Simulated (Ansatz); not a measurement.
# How fast states decay through Bi2Te2Pb2Se3

A new crystal, Bi2Te2Pb2Se3: structure, gap and complex bands. It is built by putting Te for O, Pb for Sr in the Sr2Bi2Se3O2 structure of space group C2/m, with the volume rescaled by atomic radii. The parent structure comes from the Materials Project.

Calculated with Ansatz 0.2.0; r2SCAN DFT, plane waves, PAW files, in the first sound run; inputs show where later runs differ.

The structure was built from a prototype and need not be the compound's stable phase.

### 1. The structure

Symmetry: C2/m, No. 12, monoclinic system. The conventional cell has a = 13.862 Å, b = 4.166 Å, c = 9.792 Å, α = 90.00°, β = 123.81°, γ = 90.00°. Nearest to Pb lie 3 Te at 2.50 to 2.52 Å and 3 Se at 3.29 to 3.51 Å. Bi has 1 Te at 2.15 Å and 4 Se at 2.94 to 3.03 Å nearest. Se has 4 Bi at 3.03 Å and 2 Pb at 3.29 Å nearest. Nearest to Se lie 2 Bi at 2.94 Å and 2 Pb at 3.51 Å. Te has 1 Bi at 2.15 Å and 3 Pb at 2.50 to 2.52 Å and 2 Te at 3.17 Å nearest. It derives from Sr2Bi2Se3O2. Te for O, Pb for Sr in the Sr2Bi2Se3O2 structure of space group C2/m. Farther neighbours and most contacts between anions are not listed.

### 2. Relaxing the new crystal

The substituted atoms don't fit the parent's cell, so cell and atoms relax together. A small smearing keeps the run stable in case the gap closes on the way.

The input, input.yaml:

```yaml
crystal:
  lattice:
    - [6.9309579035, -2.0829651259, 0.0]
    - [6.9309579035, 2.0829651259, 0.0]
    - [-5.448398897, 0.0, 8.13622913]
  atoms:
    - { symbol: Pb, position: [0.107243, 0.107243, 0.896132] }
    - { symbol: Pb, position: [0.892757, 0.892757, 0.103868] }
    - { symbol: Bi, position: [0.309349, 0.309349, 0.362878] }
    - { symbol: Bi, position: [0.690651, 0.690651, 0.637122] }
    - { symbol: Se, position: [0.0, 0.0, 0.5] }
    - { symbol: Se, position: [0.3704375, 0.3704375, 0.78313] }
    - { symbol: Se, position: [0.6295625, 0.6295625, 0.21687] }
    - { symbol: Te, position: [0.6872725, 0.6872725, 0.853637] }
    - { symbol: Te, position: [0.3127275, 0.3127275, 0.146363] }
kpoints:
  mp_grid: { grid: [6, 6, 4] }
scf:
  occupations: { method: gaussian, width: 0.03 }
hamiltonian:
  xc: r2scan
output:
  forces: true
  stress: true
relax:
  f_tol: 0.02
  max_steps: 60
  cell: {}
```

The run is started by

```bash
$ ansatz run input.yaml --threads 2 --pin off --max-ram 4096MiB --backend cpu --events-out ev --progress --plain --runs-dir out
```

Numbers of over 12 decimals in the logs are rounded to 6 here.

The log of the run:

```text
Engine: ansatz 0.2.0, aarch64-unknown-linux-gnu
Pseudopotentials: kind: paw
Pseudopotential: Pb, paw, valence charge 14, recommended cutoff 500 eV (meta_gga), Pb.paw.azcp
Pseudopotential: Bi, paw, valence charge 15, recommended cutoff 500 eV (meta_gga), Bi.paw.azcp
Pseudopotential: Se, paw, valence charge 16, recommended cutoff 500 eV (meta_gga), Se.paw.azcp
Pseudopotential: Te, paw, valence charge 16, recommended cutoff 500 eV (meta_gga), Te.paw.azcp
Functional definition: r2SCAN
  parameter k0 = 0.174
  parameter k1 = 0.065
  parameter a1 = 4.9479
  exchange = r2scan_x(k0 = k0, k1 = k1, a1 = a1)
  correlation = r2scan_c
Crystal: 9 atoms, lattice volume = 234.925 Å³
Basis set: ecut = 500 eV, 5987 PW (Γ), exchange–correlation on 216×216×288 points (64 copies of the dense FFT grid, shifted against one another)
Bands: 83, of which v1, the nominal top of the filled ones, is band 69 counted from 1 (68 counted from 0)
Symmetry: 4 space group operations
Space group: C2/m (ITA 12), of the structure as read, at distance tolerance 6.2e-5 Å
k-points: 47 of 144
Non-local potential: Pb, projectors of the file, l = 0: 2, l = 1: 2, l = 2: 2, l = 3: 2
Non-local potential: Bi, projectors of the file, l = 0: 2, l = 1: 2, l = 2: 2, l = 3: 2
Non-local potential: Se, projectors of the file, l = 0: 2, l = 1: 2, l = 2: 3, l = 3: 1
Non-local potential: Te, projectors of the file, l = 0: 2, l = 1: 2, l = 2: 2, l = 3: 2
PAW form: soft (Blöchl's): semilocal exchange-correlation on the pseudo side does not see the compensation charge
PAW frozen core: Pb, regenerated for the run's functional (the file was generated under x = pbe(κ = 0.804, μ = 0.219515), c = pbe(β = 0.066725))
PAW frozen core: Bi, regenerated for the run's functional (the file was generated under x = pbe(κ = 0.804, μ = 0.219515), c = pbe(β = 0.066725))
PAW frozen core: Se, regenerated for the run's functional (the file was generated under x = pbe(κ = 0.804, μ = 0.219515), c = pbe(β = 0.066725))
PAW frozen core: Te, regenerated for the run's functional (the file was generated under x = pbe(κ = 0.804, μ = 0.219515), c = pbe(β = 0.066725))
PAW one-centre angular grid: Pb, 590 points (default); XC on 160 Gauss nodes
PAW one-centre angular grid: Bi, 590 points (default); XC on 160 Gauss nodes
PAW one-centre angular grid: Se, 590 points (default); XC on 160 Gauss nodes
PAW one-centre angular grid: Te, 590 points (default); XC on 160 Gauss nodes
Initial density: superposition of atomic densities (neutral atoms: chi_scale 0, normalization atom), corrected by the library's trained network
Initial wavefunctions: pseudopotential atomic-orbital guess
Functional: x = r2scan, c = r2scan; τ floored in thin density (d = 2e-4 eV/Å³)
SCF iter   1: F=—  HF=-79071.396201 eV  |F-HF|=—  |Δ(HF+E_count)|=         —  Δρ=7.33e-3  dr2=2.78e-1  dr2_τ=1.22e-1  ethr=1.77e-3  ⟨swp⟩=8.6  Hψ=19072  notcnv=0  defer=54
preconditioner: auto → Resta (q_TF=auto, 2.497 Å⁻¹)  ε∞=3.0  [insulator: Δε(μ)=0.080 eV  Ē_g=14.133 eV  σ=0.030 eV  W_gap=0.94  n_scr=62 (ndim 8)  ℏωp=20.0 eV  f_vac=0.038  D(μ)=0.09/eV (n_scr^D=0)  ε∞_Penn≈3.0]
SCF iter   2: F=—  HF=-79071.561662 eV  |F-HF|=—  |Δ(HF+E_count)|=   1.65e-1  Δρ=3.33e-3  dr2=2.42e-2  dr2_τ=2.05e-3  ethr=2.01e-4  ⟨swp⟩=4.1  Hψ=9362  notcnv=0  defer=322
preconditioner: auto → Kerker (q_TF=auto, 2.497 Å⁻¹)  [metal: Δε(μ)=0.007 eV  Ē_g=14.107 eV  σ=0.030 eV  W_gap=0.13  n_scr=62 (ndim 8)  ℏωp=20.0 eV  f_vac=0.040  D(μ)=0.53/eV (n_scr^D=0)]
SCF iter   3: F=—  HF=-79071.564821 eV  |F-HF|=—  |Δ(HF+E_count)|=   3.16e-3  Δρ=2.05e-3  dr2=1.09e-2  dr2_τ=1.33e-4  ethr=1.76e-5  ⟨swp⟩=2.9  Hψ=6694  notcnv=0  defer=322
SCF iter   4: F=—  HF=-79071.566203 eV  |F-HF|=—  |Δ(HF+E_count)|=   1.38e-3  Δρ=4.82e-4  dr2=1.16e-3  dr2_τ=4.16e-5  ethr=7.92e-6  ⟨swp⟩=2.0  Hψ=5512  notcnv=0  defer=322
SCF iter   5: F=—  HF=-79071.566080 eV  |F-HF|=—  |Δ(HF+E_count)|=   1.23e-4  Δρ=1.98e-4  dr2=1.52e-4  dr2_τ=2.23e-6  ethr=8.39e-7  ⟨swp⟩=3.0  Hψ=6753  notcnv=0  defer=322
SCF iter   6: F=—  HF=-79071.566100 eV  |F-HF|=—  |Δ(HF+E_count)|=   2.03e-5  Δρ=7.25e-5  dr2=3.49e-5  dr2_τ=4.66e-7  ethr=1.10e-7  ⟨swp⟩=2.4  Hψ=6980  notcnv=0  defer=322
SCF iter   7: F=—  HF=-79071.565976 eV  |F-HF|=—  |Δ(HF+E_count)|=   1.25e-4  Δρ=3.77e-5  dr2=9.52e-6  dr2_τ=1.68e-7  ethr=2.53e-8  ⟨swp⟩=2.2  Hψ=7033  notcnv=0  defer=322
SCF iter   8: F=—  HF=-79071.565974 eV  |F-HF|=—  |Δ(HF+E_count)|=   1.34e-6  Δρ=1.65e-5  dr2=2.62e-6  dr2_τ=2.77e-8  ethr=6.90e-9  ⟨swp⟩=2.6  Hψ=6996  notcnv=0  defer=322
SCF iter   9: F=—  HF=-79071.565974 eV  |F-HF|=—  |Δ(HF+E_count)|=   1.76e-7  Δρ=7.60e-6  dr2=3.28e-7  dr2_τ=4.12e-9  ethr=1.90e-9  ⟨swp⟩=2.1  Hψ=6866  notcnv=0  defer=322
SCF iter  10: F=-79071.565974 eV  HF=-79071.565974 eV  |F-HF|=2.77e-8  |Δ(HF+E_count)|=   1.99e-8  Δρ=3.18e-6  dr2=5.95e-8  dr2_τ=6.03e-10  ethr=7.25e-11  ⟨swp⟩=6.0  Hψ=14641  notcnv=0
SCF 1 converged in 10 iterations: F = -79071.565974 eV  dr2 = 5.95e-8
  greatest PAW one-centre occupation: 1.000 electrons in one spin orbital (limit 2), on the Se atom at site 4 (counted from 0), in its partial waves of l = 2
relax step   1: F+E_penalty+E_count = -79071.56597405 eV  Δ(F+E_penalty+E_count) = +0.000e0 eV  max|allowed force component| = 1.702e1 eV/Å  Δτ_max = 0.0000 Å  P = +44.251 GPa  Ω = 234.925 Å³  (10 SCF iters, dr2 threshold 1.00e-7 eV, accepted)
Crystal: 9 atoms, lattice volume = 248.043 Å³
Basis set: ecut = 500 eV, 6293 PW (Γ), exchange–correlation on 216×216×288 points (64 copies of the dense FFT grid, shifted against one another)
Initial density: handed on by an earlier stage of this run
Initial wavefunctions: those handed on with the density
iter 1 solved again at ethr=3.73e-4 eV; its pass at ethr=3.10e-3 eV (dr2=5.15e-1 eV) is discarded
SCF iter   1: F=—  HF=-79080.749854 eV  |F-HF|=—  |Δ(HF+E_count)|=         —  Δρ=1.16e-2  dr2=5.25e-1  dr2_τ=3.77e0  ethr=3.73e-4  ⟨swp⟩=2.4  Hψ=22297  notcnv=0
preconditioner: auto → LDOS  [metal: Δε(μ)=0.013 eV  Ē_g=13.531 eV  σ=0.030 eV  W_gap=0.24  n_scr=62 (ndim 8)  ℏωp=19.4 eV  f_vac=0.029  D(μ)=1.23/eV (n_scr^D=4)  β→1.0]
SCF iter   2: F=—  HF=-79082.858487 eV  |F-HF|=—  |Δ(HF+E_count)|=    2.11e0  Δρ=1.24e-2  dr2=1.09e0  dr2_τ=1.58e-2  ethr=3.73e-4  ⟨swp⟩=5.8  Hψ=9736  notcnv=0
preconditioner: auto → Resta (q_TF=auto, 2.474 Å⁻¹)  ε∞=3.1  [insulator: Δε(μ)=0.051 eV  Ē_g=13.387 eV  σ=0.030 eV  W_gap=0.53  n_scr=62 (ndim 8)  ℏωp=19.4 eV  f_vac=0.030  D(μ)=0.76/eV (n_scr^D=0)  ε∞_Penn≈3.1  β→0.5]
[...]
relax step  14: F+E_penalty+E_count = -79091.63146437 eV  Δ(F+E_penalty+E_count) = -2.060e-2 eV  max|allowed force component| = 1.808e-1 eV/Å  Δτ_max = 0.1988 Å  P = -0.362 GPa  Ω = 302.289 Å³  energy of the carried Pulay correction = -8.972e-3 eV  (8 SCF iters, dr2 threshold 9.00e-7 eV, accepted)
relax step  15: F+E_penalty+E_count = -79091.63568045 eV  Δ(F+E_penalty+E_count) = -4.216e-3 eV  max|allowed force component| = 1.603e-1 eV/Å  Δτ_max = 0.0988 Å  P = +0.057 GPa  Ω = 297.526 Å³  energy of the carried Pulay correction = -8.411e-3 eV  (8 SCF iters, dr2 threshold 9.00e-7 eV, accepted)
relax step  16: F+E_penalty+E_count = -79091.65393743 eV  Δ(F+E_penalty+E_count) = -1.826e-2 eV  max|allowed force component| = 6.654e-2 eV/Å  Δτ_max = 0.0543 Å  P = +0.018 GPa  Ω = 298.185 Å³  energy of the carried Pulay correction = -8.489e-3 eV  (8 SCF iters, dr2 threshold 9.00e-7 eV, accepted)
relax step  17: F+E_penalty+E_count = -79091.65611288 eV  Δ(F+E_penalty+E_count) = -2.175e-3 eV  max|allowed force component| = 1.594e-2 eV/Å  Δτ_max = 0.0228 Å  P = +0.055 GPa  Ω = 297.234 Å³  energy of the carried Pulay correction = -8.376e-3 eV  (6 SCF iters, dr2 threshold 2.77e-7 eV, accepted)
relax step  18: F+E_penalty+E_count = -79091.65652588 eV  Δ(F+E_penalty+E_count) = -4.130e-4 eV  max|allowed force component| = 1.253e-2 eV/Å  Δτ_max = 0.0334 Å  P = -0.019 GPa  Ω = 296.832 Å³  energy of the carried Pulay correction = -8.328e-3 eV  (8 SCF iters, dr2 threshold 2.22e-8 eV, accepted)
relax step  19: F+E_penalty+E_count = -79091.65661204 eV  Δ(F+E_penalty+E_count) = -8.616e-5 eV  max|allowed force component| = 7.746e-3 eV/Å  Δτ_max = 0.0093 Å  P = +0.002 GPa  Ω = 297.100 Å³  energy of the carried Pulay correction = -8.360e-3 eV  (8 SCF iters, dr2 threshold 7.84e-9 eV, accepted)
relax step  20: F+E_penalty+E_count = -79091.73657290 eV  Δ(F+E_penalty+E_count) = -7.996e-2 eV  max|allowed force component| = 1.724e-2 eV/Å  Δτ_max = 0.0000 Å  P = +0.426 GPa  Ω = 297.100 Å³  stress off target by 1.17e0 GPa  SCF on the basis re-selected at this cell (its energy is not comparable with the rows above)  (9 SCF iters)
relax step  21: F+E_penalty+E_count = -79091.74768586 eV  Δ(F+E_penalty+E_count) = -1.111e-2 eV  max|allowed force component| = 6.313e-2 eV/Å  Δτ_max = 0.0221 Å  P = -0.293 GPa  Ω = 302.025 Å³  energy of the carried Pulay correction = -4.009e-4 eV  (7 SCF iters, dr2 threshold 9.00e-7 eV, accepted)
relax step  22: F+E_penalty+E_count = -79091.75122493 eV  Δ(F+E_penalty+E_count) = -3.539e-3 eV  max|allowed force component| = 1.679e-2 eV/Å  Δτ_max = 0.0167 Å  P = +0.047 GPa  Ω = 299.201 Å³  energy of the carried Pulay correction = -1.743e-4 eV  (6 SCF iters, dr2 threshold 3.85e-7 eV, accepted)
relax step  23: F+E_penalty+E_count = -79091.75141492 eV  Δ(F+E_penalty+E_count) = -1.900e-4 eV  max|allowed force component| = 1.251e-2 eV/Å  Δτ_max = 0.0049 Å  P = -0.002 GPa  Ω = 299.547 Å³  energy of the carried Pulay correction = -2.010e-4 eV  (7 SCF iters, dr2 threshold 1.74e-8 eV, accepted)
iter 1 solved again at ethr=7.56e-8 eV; its pass at ethr=3.10e-3 eV (dr2=1.04e-4 eV) is discarded
SCF iter   1: F=—  HF=-79091.750689 eV  |F-HF|=—  |Δ(HF+E_count)|=         —  Δρ=1.67e-4  dr2=1.53e-6  dr2_τ=4.10e-7  ethr=7.56e-8  ⟨swp⟩=4.2  Hψ=28315  notcnv=0
preconditioner: auto → Resta (q_TF=auto, 2.398 Å⁻¹)  ε∞=3.0  [insulator: Δε(μ)=0.223 eV  Ē_g=12.547 eV  σ=0.030 eV  W_gap=1.00  n_scr=70 (ndim 8)  ℏωp=17.7 eV  f_vac=0.078  D(μ)=0.00/eV (n_scr^D=0)  ε∞_Penn≈3.0]
SCF iter   2: F=—  HF=-79091.751533 eV  |F-HF|=—  |Δ(HF+E_count)|=   8.44e-4  Δρ=8.41e-5  dr2=3.84e-7  dr2_τ=6.47e-6  ethr=1.11e-9  ⟨swp⟩=3.0  Hψ=5615  notcnv=0
SCF iter   3: F=—  HF=-79091.751644 eV  |F-HF|=—  |Δ(HF+E_count)|=   1.11e-4  Δρ=2.08e-6  dr2=9.55e-9  dr2_τ=2.93e-9  ethr=2.78e-10  ⟨swp⟩=2.2  Hψ=5752  notcnv=0
SCF iter   4: F=—  HF=-79091.751644 eV  |F-HF|=—  |Δ(HF+E_count)|=   6.70e-8  Δρ=6.21e-7  dr2=8.91e-10  dr2_τ=8.37e-11  ethr=6.92e-12  ⟨swp⟩=2.0  Hψ=6674  notcnv=0
SCF iter   5: F=—  HF=-79091.751644 eV  |F-HF|=—  |Δ(HF+E_count)|=   2.20e-9  Δρ=2.02e-7  dr2=1.98e-10  dr2_τ=5.36e-12  ethr=1.00e-12  ⟨swp⟩=6.0  Hψ=16017  notcnv=0
SCF iter   6: F=-79091.751644 eV  HF=-79091.751644 eV  |F-HF|=0.00e0  |Δ(HF+E_count)|=  8.73e-11  Δρ=6.65e-8  dr2=2.23e-11  dr2_τ=1.24e-12  ethr=1.00e-12  ⟨swp⟩=5.0  Hψ=12665  notcnv=0
SCF 24 converged in 6 iterations: F = -79091.751644 eV  dr2 = 2.23e-11
relax step  24: F+E_penalty+E_count = -79091.75164430 eV  Δ(F+E_penalty+E_count) = -2.294e-4 eV  max|allowed force component| = 1.251e-2 eV/Å  Δτ_max = 0.0000 Å  P = -0.002 GPa  Ω = 299.547 Å³  stress off target by 6.86e-3 GPa  SCF on the basis re-selected at this cell (its energy is not comparable with the rows above)  (6 SCF iters)
basis re-selected at this cell: Δ(F+E_penalty+E_count) = -2.294e-4 eV, ΔP = +0.000 GPa vs the last step (what re-selecting the basis moved, of the pressure what is left beyond the Pulay correction that the steps carried, after the strain that the cell walked since its last selection, with what the two solves' SCF thresholds leave and, on support functions, any second-order correction that the steps lacked; it is no m [...]
SCF converged after 6 iterations
Free energy (F): -79091.751644 eV
Harris-Foulkes:  -79091.751644 eV  (|F-HF|=0.00e0)
Internal energy: -79091.751644 eV  (E = F + TS)
E sigma→0 (E₀):  -79091.751644 eV
Fermi energy:    7.676064 eV
--- Per-component energies (eV) ---
  E_band       = -2223.439454
  E_kinetic    = 1888.516218
  E_local      = -16942.784309  (includes V_loc(G=0)·N_el)
  E_nonlocal   = -578.349543
  E_hartree    = 7958.313515
  E_xc         = -1224.098935
  E_vxc        = -1143.698478  (∫ρ·V_xc dr)
  E_paw        = -57389.204854  (= ΣΔE_a)
  E_vpaw       = -1435.634254  (= ΣTr[D̂ρ^β])
  E_aug_tail   = -0.001189  (compensation charges beyond the density's cutoff)
  E_vtau       = 71.885047  (kinetic-family band-sum trace: ∫τ·v_τ [+ j·A + Jᵃ·Aᵃ] dr)
  E_ewald      = -12803.100046
  E_core_change = -1.042501  (= ΣΔE_core)
  E_smearing   = -0.000000  (= −TS)
  E_closure    = 0.000000  (closes the sum)
  Σ components = -79091.751644   (vs F -79091.751644, Δ=0.00e0)
--- Forces (eV/Å), atoms counted from 1 ---
  atom   1  Pb    -0.00231710     0.00000000     0.00156594
  atom   2  Pb     0.00231710     0.00000000    -0.00156594
  atom   3  Bi    -0.01250556     0.00000000     0.00448296
  atom   4  Bi     0.01250556     0.00000000    -0.00448296
  atom   5  Se     0.00000000     0.00000000    -0.00000000
  atom   6  Se    -0.00830067     0.00000000    -0.00570356
  atom   7  Se     0.00830067     0.00000000     0.00570356
  atom   8  Te     0.00091446     0.00000000     0.00206420
  atom   9  Te    -0.00091446     0.00000000    -0.00206420
  max |Σ_I F_I| component: 3.47e-18 eV/Å
--- Stress (GPa, compression-positive) ---
        0.004024      -0.000000      -0.000713
       -0.000000      -0.001765       0.000000
       -0.000713       0.000000      -0.006814
  P = ⅓ Tr σ = -0.0015 GPa (-0.015 kbar)
--- Relaxed structure (22 steps of the walk, 22 accepted, 2 SCFs on fresh bases) ---
  F+E_penalty+E_count = -79091.75164430 eV   max|allowed force component| = 1.251e-2 eV/Å   (the final SCF, on the basis selected at the relaxed cell)
  cell:  # Å, volume = 299.5470 Å³
    - [7.047964, -2.147481, -1.242163]
    - [7.047964, 2.147481, -1.242163]
    - [-6.998548, 2.467929058387004e-16, 11.129049]
  atoms:
    - { symbol: Pb, position: [0.111652, 0.111652, 0.806287] }
    - { symbol: Pb, position: [0.888348, 0.888348, 0.193713] }
    - { symbol: Bi, position: [0.299223, 0.299223, 0.404826] }
    - { symbol: Bi, position: [0.700777, 0.700777, 0.595174] }
    - { symbol: Se, position: [0.0, 5.551115123125783e-17, 0.5] }
    - { symbol: Se, position: [0.372393, 0.372393, 0.675777] }
    - { symbol: Se, position: [0.627607, 0.627607, 0.324223] }
    - { symbol: Te, position: [0.804459, 0.804459, 0.892971] }
    - { symbol: Te, position: [0.195541, 0.195541, 0.107029] }
```

It took 26 min on 2 threads of Arm Neoverse V1, shared host; peak memory 2.8 GiB.

Step by step (22 of 24):

```tsv
step	energy less that of the first step (eV)	largest force component (eV/Å)	pressure (GPa)	volume (Å³)
1	0.0000	17.0214	44.25	234.92
2	-11.0032	7.6356	22.10	248.04
3	-16.5235	2.6433	8.11	268.55
4	-18.1027	1.1790	2.82	280.75
5	-18.6967	0.6324	0.83	292.38
6	-19.0761	0.2749	0.04	299.27
8	-19.5914	0.2275	-0.20	310.78
9	-19.7307	0.3216	-0.16	314.27
10	-19.8217	0.1881	-1.21	319.20
11	-19.9145	0.2245	-0.73	315.56
12	-20.0087	0.1769	0.00	308.65
13	-20.0449	0.1032	0.15	305.47
14	-20.0655	0.1808	-0.36	302.29
15	-20.0697	0.1603	0.06	297.53
16	-20.0880	0.0665	0.02	298.19
17	-20.0901	0.0159	0.06	297.23
19	-20.0906	0.0077	0.00	297.10
20*	-20.1706	0.0172	0.43	297.10
21	-20.1817	0.0631	-0.29	302.02
22	-20.1853	0.0168	0.05	299.20
23	-20.1854	0.0125	0.00	299.55
24*	-20.1857	0.0125	0.00	299.55
```

Relaxation steps marked * repeat the geometry before them on a plane-wave basis chosen anew for their cell, so energy and pressure can jump there. Other such steps can lie between the rows shown.

The run keeps the 4 symmetry operations that it works with, so distortions that break them were not tested.

```tsv
cell as run	before	after	change
a (Å)	7.237	7.472	+3.2 %
b (Å)	7.237	7.472	+3.2 %
c (Å)	9.792	13.147	+34.3 %
α (°)	122.20	130.01	+6.4 %
β (°)	122.20	130.01	+6.4 %
γ (°)	33.45	33.41	-0.1 %
volume (Å³/atom)	26.10	33.28	+27.5 %
```

The atoms that moved most (Å, as changes of fractional coordinates times the final cell):

```tsv
atom	dx	dy	dz	length
Se6	0.779	0.000	-1.200	1.430
Se7	-0.779	0.000	1.200	1.430
Te9	-1.377	0.000	-0.147	1.384
Te8	1.377	0.000	0.147	1.384
Pb1	0.691	0.000	-1.011	1.224
Pb2	-0.691	0.000	1.011	1.224
Bi4	0.436	0.000	-0.492	0.658
Bi3	-0.436	0.000	0.492	0.658
```

Numbers from this step:

```yaml
free_energy: -79091.7516 eV
fermi_energy: 7.676 eV
pressure: -0.001518 GPa
```

The largest force component on a free atom ends at 0.013 eV/Å.

(Part 1 of 3 ends here.)

[Logs are printed without paths, hosts, clocks, repeated set-up lines and the standing remarks that a program may print on its own settings, such as how far it seeks lower states.]

[Hosts, paths, dates, database ids (printed as entryN), source tags and the programs' standing remarks are cut or masked in the printed files.]

[New means built here by substitution; the compound itself may be known and measured.]
